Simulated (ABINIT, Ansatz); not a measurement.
Computed results, one entry a study.

```json
{"subject": "A GW chain in ABINIT: Sr2H6Os (Fm-3m)", "lattice_ang": [[-0.0, 3.8123, 3.8123], [3.8123, -0.0, 3.8123], [3.8123, 3.8123, 0.0]], "atoms": [["Sr", 0.75, 0.75, 0.75], ["Sr", 0.25, 0.25, 0.25], ["H", 0.7738, 0.7738, 0.2262], ["H", 0.2262, 0.7738, 0.2262], ["H", 0.7738, 0.2262, 0.2262], ["H", 0.2262, 0.2262, 0.7738], ["H", 0.7738, 0.2262, 0.7738], ["H", 0.2262, 0.7738, 0.7738], ["Os", 0.0, 0.0, 0.0]], "method": "RPA screening on PBEsol, plane waves, norm-conserving pseudopotentials (and 2 further levels or steps)", "program": "ABINIT 10.8.3", "settings": "cutoff 33 Ha, PseudoDojo scalar-relativistic 0.4.1 standard, norm-conserving, ngkpt (2, 2, 2), nband 201, ecuteps 6.5 Ha, inclvkb 2, shiftk (0, 0, 0), symchi 1, awtr 1, frequency ppm, 2×2×2 k-mesh", "cost": "5 runs, 3.3 min in all on 4 MPI ranks of Arm Neoverse V2, shared host", "notes": "The program’s warnings: nproc spkpt=  >= nkpt= * nsppol=. The cell and positions are those that the Materials Project relaxed with its own functionals (PBE, PBE+U or r2SCAN), kept fixed. Limits: no spin polarisation; d states lean on the start; no spin-orbit coupling. The 2×2×2 mesh is coarse for this cell, which bears on the long-range parts of exchange and screening. The runs have no spin polarisation. For a closed low-spin shell that is the natural state; where a d or f shell is open it is a constraint, and the gap is then not the crystal’s own.", "results": {"pbesol_gap": "2.32 eV, indirect", "g0w0_gap_on_the_mesh": "3.51 eV", "gw_settings": "2×2×2 mesh, 201 bands, screening to 176.9 eV, Godby-Needs plasmon pole", "known_limits": "short of the basis limit; no spin polarisation; d states lean on the start; no spin-orbit coupling; coarse k mesh"}}
```

[Long decimals in the printed logs are rounded to 6 places.]

[Logs are printed without paths, hosts, clocks, repeated set-up lines and the standing remarks that a program may print on its own settings, such as how far it seeks lower states.]

[Paths, hosts, dates, memory and timing lines, banners, echoed tables and standing remarks are left out of the program output; an Ansatz launch command may be rebuilt from the run's recorded settings. Measured values are a selection of at most five: reports struck by readers or far from the other reports are left out. None is set beside runs whose start may be inverted or whose files or cutoffs have a known fault.]

[Runs of the session that timed out or met a known fault of the program may be left out.]

[Hosts, paths, dates, database ids (printed as entryN), source tags and the programs' standing remarks are cut or masked in the printed files.]

[G0W0 gaps are taken among the corrected bands and points alone; a level outside them can change the order at an edge.]

[Where Ansatz stands beside ABINIT at settings called matched, ABINIT's density can come from a denser mesh and the files from another edition; pairs whose starting gaps differed by over 0.03 eV were left out, so agreement reads better than it is.]
